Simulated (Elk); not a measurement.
# KMnS2: a ladder in the basis cutoff

Aim: see how far moments and order energies of KMnS2 move with the basis cutoff, and what each rung costs.

Method: PBE with U = 3.20 eV on Mn d; all-electron APW+lo, Dirac cores, scalar-relativistic bands, in Elk 11.2.3 (patched build).

**1. The starting structure**

Symmetry: I-4m2, No. 119, tetragonal system. The conventional cell has a = 3.834 Å, b = 3.834 Å, c = 13.402 Å, α = 90.00°, β = 90.00°, γ = 90.00°. K has 8 S at 3.40 Å nearest. Nearest to Mn lie 4 S at 2.32 Å. Nearest to S lie 2 Mn at 2.32 Å and 4 K at 3.40 Å. invented: RbMnSe2 (I-4m2) with S for Se, K for Rb. Farther neighbours and most contacts between anions are not listed.

The cell is a made-up one and need not be a known phase.

**2. Rung 1 (rgkmax 4.5), start ferro +**

The ladder starts at a small basis and climbs, to see from where on the results stand still.

Moments are seeded by fields in the spheres (the last three columns under atoms), set against the wanted direction and reduced each loop.

elk.in

```
tasks
  0

xctype
  20

rgkmax
  4.5

nempty
  5

swidth
  0.005

reducebf
  0.6

epsengy
  1e-05

maxscl
  100

lmaxi
  3

mixtype
  1

beta0
  0.1

gmaxvr
  10.0

spinpol
  .true.

sppath
  './'

avec
  -3.62266167269 3.62266167269 12.66285633987
  3.62266167269 -3.62266167269 12.66285633987
  3.62266167269 3.62266167269 -12.66285633987

atoms
  3
  'K.in'
  1
  0.0000000000 0.0000000000 0.0000000000   0.000000 0.000000 0.000000
  'Mn.in'
  1
  0.2500000000 0.7500000000 0.5000000000   0.000000 0.000000 -0.675000
  'S.in'
  2
  0.6525790000 0.6525790000 0.0000000000   0.000000 0.000000 0.000000
  0.3474210000 0.3474210000 0.0000000000   0.000000 0.000000 0.000000

ngridk
  8 8 8

dft+u
  1 1
  2 2 0.117598 0.000000
```

The run is started by

```console
$ OMP_NUM_THREADS=4 elk
```

Numbers of over 12 decimals in the logs are rounded to 6 here.

The log of the run:

```text
Warning(init1): few empty states an atom for a second variation :    5.000000000
 they are its basis, with spin, DFT+U, afieldc (12 by default), in Hartree-Fock and RDMFT; 30 and more for pressures
Warning(gndstate): core states of species 3 leak from the muffin-tin :   0.1613203761E-03
Warning(gndstate): forces or DFT+U at lmaxo under 8 : 6
  [figures from our tests cut]: type lmaxo 8 and lmaxapw 10

--- INFO.OUT ---
┌─────────────────────────┐
│ Elk code version 11.2.3 │
└─────────────────────────┘

All units are atomic (Hartree, Bohr, etc.)

┌─────────────────────────────────────────────────┐
│ Ground-state run starting from atomic densities │
└─────────────────────────────────────────────────┘

Lattice vectors :
  -3.622661673       3.622661673       12.66285634
   3.622661673      -3.622661673       12.66285634
   3.622661673       3.622661673      -12.66285634

Species : 1 (K)
 parameters loaded from : K.in
 name : potassium
 nuclear charge    :   -19.00000000
 electronic charge :    19.00000000
 atomic mass :    71271.84090
 muffin-tin radius :    2.400000000
 number of radial points in muffin-tin :    993
 inner part over the whole radius :   0.9891652203E-02
 number on inner part of muffin-tin    :    697
 approximate nuclear radius :   0.6514746337E-04
 number of mesh points to nuclear radius :    319
 atomic positions (lattice), magnetic fields (Cartesian) :
  1 :   0.00000000  0.00000000  0.00000000    0.00000000  0.00000000  0.00000000

Species : 2 (Mn)
 parameters loaded from : Mn.in
 name : manganese
 nuclear charge    :   -25.00000000
 electronic charge :    25.00000000
 atomic mass :    100145.9370
 muffin-tin radius :    2.260716009
 number of radial points in muffin-tin :    993
 inner part over the whole radius :   0.9973511560E-02
 number on inner part of muffin-tin    :    699
 approximate nuclear radius :   0.7074591925E-04
 number of mesh points to nuclear radius :    331
 atomic positions (lattice), magnetic fields (Cartesian) :
  1 :   0.25000000  0.75000000  0.50000000    0.00000000  0.00000000 -0.67500000

Species : 3 (S)
 parameters loaded from : S.in
 name : sulphur
 nuclear charge    :   -16.00000000
 electronic charge :    16.00000000
 atomic mass :    58450.91931
 muffin-tin radius :    2.072323008
 number of radial points in muffin-tin :    793
 inner part over the whole radius :   0.9878722237E-02
 number on inner part of muffin-tin    :    553
 approximate nuclear radius :   0.6195814986E-04
 number of mesh points to nuclear radius :    252
 atomic positions (lattice), magnetic fields (Cartesian) :
  1 :   0.65257900  0.65257900  0.00000000    0.00000000  0.00000000  0.00000000
  2 :   0.34742100  0.34742100  0.00000000    0.00000000  0.00000000  0.00000000

Total number of atoms per unit cell :    4
Total muffin-tin volume :    180.8611830
 ratio of muffin-tin to unit cell volume :   0.2720809550

Spin treatment :
 spin-polarised
 global magnetic field (Cartesian) :    0.000000000       0.000000000       0.000000000
 collinear magnetisation in z-direction

Number of Bravais lattice symmetries :   16
Number of crystal symmetries         :    8
Crystal has no inversion symmetry
Complex Hermitian eigensolver will be used

k-point grid :      8     8     8
k-point offset :    0.000000000       0.000000000       0.000000000
k-point set is reduced with full crystal symmetry group
Total number of k-points :       87

Muffin-tin radius times maximum |G+k| :    4.500000000
 using average radius
Maximum |G+k| for APW functions       :    2.044208966
Maximum (1/2)|G+k|²                   :    2.089395148
Maximum |G| for potential and density :    10.00000000
Constant for pseudocharge density :    6
 order of it for each species :   13  13  13
 order of it for pair densities of each species (exact exchange by exxq0 0: 13) :    4   4   3
Radial integration step length :    1

G-vector grid sizes :     45    45    45
Number of G-vectors :    11301

Maximum angular momentum used for
 APW functions            :    8
 outer part of muffin-tin :    6
 inner part of muffin-tin :    3

Number of empty states         :     20
Total number of valence states :     78
Total number of core states    :     40

Third-order local-orbitals added for an l without core states : T
Total number of local-orbitals :     41

Exchange-correlation functional :     20     0     0
 Perdew-Burke-Ernzerhof, Phys. Rev. Lett. 77, 3865 (1996)
 gradient requirement :    1
 generalised gradient approximation (GGA)

DFT+U calculation
 fully localised limit (FLL)
 see Phys. Rev. B 52, R5467 (1995)
 species : 2 (Mn), l = 2, U =   0.11759800, J =   0.00000000

Smearing type :    3
 Fermi-Dirac
Smearing width :   0.5000000000E-02
Effective electronic temperature (K) :    1578.875124

Mixing type :    1
 Adaptive linear mixing

Kohn-Sham potential initialised from atomic data

┌──────────────────────────────┐
│ Self-consistent loop started │
└──────────────────────────────┘

┌─────────────────┐
│ Loop number : 1 │
└─────────────────┘

Energies :
 Fermi                       :     0.47214575755620E-01
 sum of occupied eigenvalues :     -1479.8275061062
 electron kinetic            :      2579.6124427919
 core electron kinetic       :      2400.8473793095
 Coulomb                     :     -5002.4303210032
 Coulomb potential           :     -3881.2856071813
 nuclear-nuclear             :     -354.74542586673
 electron-nuclear            :     -5423.2932246346
 Hartree                     :      775.60832949816
 Madelung                    :     -3061.7875174125
 xc potential                :     -177.98798976787
 xc effective B-field        :    -0.196307
 external B-field            :      0.000000
 exchange                    :     -133.70862013740
 correlation                 :     -3.120116
 DFT+U                       :     0.175070
 electron entropic           :    -0.66538786389199E-02
 total energy                :     -2559.4781975813
 (external B-field energy excluded from total)

Density of states at Fermi energy :    80.86288608
 (states/Hartree/unit cell)

Estimated indirect band gap :   0.1343161825E-03
 from k-point 21 to k-point 68
Estimated direct band gap   :   0.5373728266E-02
 at k-point 21

Charges :
 core                        :    40.00000000
 valence                     :    36.00000000
 interstitial                :    7.290014460
 muffin-tins (core leakage)
  species : 1 (K)
   atom 1                    :    17.49098518     ( -0.1022778076E-06)
  species : 2 (Mn)
   atom 1                    :    23.07915858     ( -0.2212341936E-06)
  species : 3 (S)
   atom 1                    :    14.06992089     (  0.1642294517E-03)
   atom 2                    :    14.06992089     (  0.1642294517E-03)
 total in muffin-tins        :    68.70998554
 total calculated charge     :    75.99954619
 total charge                :    76.00000000
 error                       :   0.4538125119E-03

Moments :
 interstitial                :   0.4600597057
 muffin-tins
  species : 1 (K)
   atom 1                    :   0.8625271572E-02
  species : 2 (Mn)
   atom 1                    :    3.076693504
  species : 3 (S)
   atom 1                    :   0.4793865736E-01
   atom 2                    :   0.4793865736E-01
 total in muffin-tins        :    3.181196091
 total moment                :    3.641255796

[... earlier loops left out ...]

┌──────────────────┐
│ Loop number : 26 │
└──────────────────┘

Energies :
 Fermi                       :     0.93358690621810E-01
 sum of occupied eigenvalues :     -1475.4733319531
 electron kinetic            :      2581.4390876382
 core electron kinetic       :      2400.6407596912
 Coulomb                     :     -5003.4893692698
 Coulomb potential           :     -3879.4123566078
 nuclear-nuclear             :     -354.74542586673
 electron-nuclear            :     -5427.2727894267
 Hartree                     :      778.52884602366
 Madelung                    :     -3063.7831909659
 xc potential                :     -177.18763211545
 xc effective B-field        :    -0.312431
 external B-field            :      0.000000
 exchange                    :     -133.93155635348
 correlation                 :     -3.115598
 DFT+U                       :     0.213729
 electron entropic           :    -0.37926277491193E-02
 total energy                :     -2558.8874994665
 (external B-field energy excluded from total)

Density of states at Fermi energy :    46.22702204
 (states/Hartree/unit cell)

Estimated indirect band gap :   0.1648245308E-02
 from k-point 42 to k-point 69
Estimated direct band gap   :   0.7681343715E-02
 at k-point 42

Charges :
 core                        :    40.00000000
 valence                     :    36.00000000
 interstitial                :    7.197357018
 muffin-tins (core leakage)
  species : 1 (K)
   atom 1                    :    17.53307813     ( -0.1018564841E-06)
  species : 2 (Mn)
   atom 1                    :    23.24013597     ( -0.2212348953E-06)
  species : 3 (S)
   atom 1                    :    14.01471444     (  0.1613203761E-03)
   atom 2                    :    14.01471444     (  0.1613203761E-03)
 total in muffin-tins        :    68.80264298
 total calculated charge     :    75.99955872
 total charge                :    76.00000000
 error                       :   0.4412821673E-03

Moments :
 interstitial                :   0.3286890211
 muffin-tins
  species : 1 (K)
   atom 1                    :   0.5318072111E-02
  species : 2 (Mn)
   atom 1                    :    3.894001101
  species : 3 (S)
   atom 1                    :  -0.1135690834
   atom 2                    :  -0.1135690834
 total in muffin-tins        :    3.672181006
 total moment                :    4.000870028

┌──────────────────────────────┐
│ Self-consistent loop stopped │
└──────────────────────────────┘

Warning : core states of species 3 leak from the muffin-tin :   0.1613203761E-03

Warning : forces or DFT+U at lmaxo under 8 : 6

Wrote STATE.OUT
```

The job ended after 5.1 min (4 threads of Arm Neoverse V1, shared host; peak memory 0.35 GiB; 20 min of CPU time).

Spin moment in the muffin-tin sphere by atom:

| atom | spin moment in the muffin-tin sphere (μB) |
| --- | --- |
| K1 | 0.01 |
| Mn2 | 3.89 |
| S3 | -0.11 |
| S4 | -0.11 |

This step gave:

```
magnetization : 4.001 μB
final state   : ferromagnetic
```

After 26 cycles the largest moment stands at 3.89 μB.

**3. Rung 2 (rgkmax 5.5), start ferro +**

Changes to elk.in since step 2:

```diff
@@ -7,3 +7,3 @@
 rgkmax
-  4.5
+  5.5
 
@@ -34,3 +34,3 @@
 gmaxvr
-  10.0
+  12.0
```

The run is started by

```console
$ OMP_NUM_THREADS=4 elk
```

The log of the run:

```text
Warning(init1): few empty states an atom for a second variation :    5.000000000
 they are its basis, with spin, DFT+U, afieldc (12 by default), in Hartree-Fock and RDMFT; 30 and more for pressures
Warning(gndstate): core states of species 3 leak from the muffin-tin :   0.1634320920E-03
Warning(gndstate): forces or DFT+U at lmaxo under 8 : 6
  [figures from our tests cut]: type lmaxo 8 and lmaxapw 10

--- INFO.OUT ---
┌─────────────────────────┐
│ Elk code version 11.2.3 │
└─────────────────────────┘

All units are atomic (Hartree, Bohr, etc.)

┌─────────────────────────────────────────────────┐
│ Ground-state run starting from atomic densities │
└─────────────────────────────────────────────────┘

Lattice vectors :
  -3.622661673       3.622661673       12.66285634
   3.622661673      -3.622661673       12.66285634
   3.622661673       3.622661673      -12.66285634

Species : 1 (K)
 muffin-tin radius :    2.400000000
 atomic positions (lattice), magnetic fields (Cartesian) :
  1 :   0.00000000  0.00000000  0.00000000    0.00000000  0.00000000  0.00000000

Species : 2 (Mn)
 muffin-tin radius :    2.260716009
 atomic positions (lattice), magnetic fields (Cartesian) :
  1 :   0.25000000  0.75000000  0.50000000    0.00000000  0.00000000 -0.67500000

Species : 3 (S)
 muffin-tin radius :    2.072323008
 atomic positions (lattice), magnetic fields (Cartesian) :
  1 :   0.65257900  0.65257900  0.00000000    0.00000000  0.00000000  0.00000000
  2 :   0.34742100  0.34742100  0.00000000    0.00000000  0.00000000  0.00000000

Total number of atoms per unit cell :    4
Total muffin-tin volume :    180.8611830
 ratio of muffin-tin to unit cell volume :   0.2720809550

Spin treatment :
 spin-polarised
[...]
Hartree                     :      779.27033462760
 Madelung                    :     -3064.4751804807
 xc potential                :     -177.20846844740
 xc effective B-field        :    -0.319229
 external B-field            :      0.000000
 exchange                    :     -133.97175707135
 correlation                 :     -3.115950
 DFT+U                       :     0.223778
 electron entropic           :    -0.41067782341390E-02
 total energy                :     -2559.1382751330
 (external B-field energy excluded from total)

Density of states at Fermi energy :    50.08494003
 (states/Hartree/unit cell)

Estimated indirect band gap :   0.9266444878E-03
 from k-point 5 to k-point 59
Estimated direct band gap   :   0.6670587091E-02
 at k-point 31

Charges :
 core                        :    40.00000000
 valence                     :    36.00000000
 interstitial                :    6.879420823
 muffin-tins (core leakage)
  species : 1 (K)
   atom 1                    :    17.57763061     ( -0.1019249130E-06)
  species : 2 (Mn)
   atom 1                    :    23.32586938     ( -0.2212349646E-06)
  species : 3 (S)
   atom 1                    :    14.10853960     (  0.1634320920E-03)
   atom 2                    :    14.10853960     (  0.1634320920E-03)
 total in muffin-tins        :    69.12057918
 total calculated charge     :    75.99953664
 total charge                :    76.00000000
 error                       :   0.4633611218E-03

Moments :
 interstitial                :   0.2788700404
 muffin-tins
  species : 1 (K)
   atom 1                    :   0.4313775728E-02
  species : 2 (Mn)
   atom 1                    :    3.990168619
  species : 3 (S)
   atom 1                    :  -0.1355300779
   atom 2                    :  -0.1355300779
 total in muffin-tins        :    3.723422239
 total moment                :    4.002292279

┌──────────────────────────────┐
│ Self-consistent loop stopped │
└──────────────────────────────┘

Warning : core states of species 3 leak from the muffin-tin :   0.1634320920E-03

Warning : forces or DFT+U at lmaxo under 8 : 6

Wrote STATE.OUT
```

It took 5.4 min on 4 threads; peak memory 0.38 GiB; 21 min of CPU time.

Spin moment in the muffin-tin sphere by atom:

| atom | spin moment in the muffin-tin sphere (μB) |
| --- | --- |
| K1 | 0.00 |
| Mn2 | 3.99 |
| S3 | -0.14 |
| S4 | -0.14 |

Read from the output:

| Quantity | Value |
| --- | --- |
| magnetization | 4.002 μB |
| final state | ferromagnetic |

The largest moment moves by +0.10 μB from rung 1, at 1.1 times its CPU time.

[end of part 1 of 2]

[Logs and program files are shortened in this print: banners, set-up blocks, solver, clock and traceback lines can be left out without a mark of their own.]

[Logs are printed without paths, hosts, clocks, repeated set-up lines and the standing remarks that a program may print on its own settings, such as how far it seeks lower states.]

[Hosts, paths, dates, database ids (printed as entryN), source tags and the programs' standing remarks are cut or masked in the printed files.]

[Where a cell is said to come from a database of computed structures, the database is the Materials Project.]
